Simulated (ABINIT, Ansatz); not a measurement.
**A GW chain in ABINIT: SiC (Moissanite)**

The structure is hexagonal, space group P6_3mc (No. 186). Conventional cell: a = 3.081 Å, b = 3.081 Å, c = 15.125 Å, α = 90.00°, β = 90.00°, γ = 120.00°. Nearest to Si lie 4 C at 1.88 to 1.90 Å. Nearest to Si lie 4 C at 1.89 Å. Nearest to C lie 4 Si at 1.88 to 1.89 Å. C has 4 Si at 1.89 Å nearest. C has 4 Si at 1.89 to 1.90 Å nearest. Farther neighbours, and contacts between anions beyond the nearest, are not listed.

```yaml
method: RPA screening on PBE, plane waves, norm-conserving pseudopotentials (and 2 further levels or steps)
program: ABINIT 10.8.3
settings: cutoff 37 Ha, PseudoDojo scalar-relativistic 0.4.1 standard, norm-conserving, ngkpt (6, 6, 1), nband 595, ecuteps 8 Ha, inclvkb 2, shiftk (0, 0, 0), symchi 1, awtr 1, frequency ppm, 6×6×1 k-mesh
cost: 5 runs, 28 min in all on 8 MPI ranks of Arm Neoverse V2, shared host
notes: The program’s warnings: nproc spkpt=  >= nkpt= * nsppol=. The cell and positions come from the Crystallography Open Database and are kept as given unless a step says otherwise. The 6×6×1 mesh is coarse for this cell, which bears on the long-range parts of exchange and screening.
pbe_gap: 2.01 eV, indirect
g0w0_gap_on_the_mesh: 2.76 eV
gw_settings: 6×6×1 mesh, 595 bands, screening to 217.7 eV, Godby-Needs plasmon pole
known_limits: short of the basis limit; coarse k mesh
```

G0W0 moves the gap on the mesh from 2.02 eV to 2.76 eV (+0.75 eV), with Z of 0.79 and 0.82 at the edges. Local fields lower the RPA ε∞ on this mesh from 7.63 to 6.97; a Γ-centred mesh this coarse tends to raise both, most where the direct gap is narrow, while a short band sum lowers them.

[Long decimals in the printed logs are rounded to 6 places.]

[Logs are printed without paths, hosts, clocks, repeated set-up lines and the standing remarks that a program may print on its own settings, such as how far it seeks lower states.]

[Paths, hosts, dates, memory and timing lines, banners, echoed tables and standing remarks are left out of the program output; an Ansatz launch command may be rebuilt from the run's recorded settings. Measured values are a selection of at most five: reports struck by readers or far from the other reports are left out. None is set beside runs whose start may be inverted or whose files or cutoffs have a known fault.]

[Runs of the session that timed out or met a known fault of the program may be left out.]

[Hosts, paths, dates, database ids (printed as entryN), source tags and the programs' standing remarks are cut or masked in the printed files.]

[G0W0 gaps are taken among the corrected bands and points alone; a level outside them can change the order at an edge.]

[Where Ansatz stands beside ABINIT at settings called matched, ABINIT's density can come from a denser mesh and the files from another edition; pairs whose starting gaps differed by over 0.03 eV were left out, so agreement reads better than it is.]
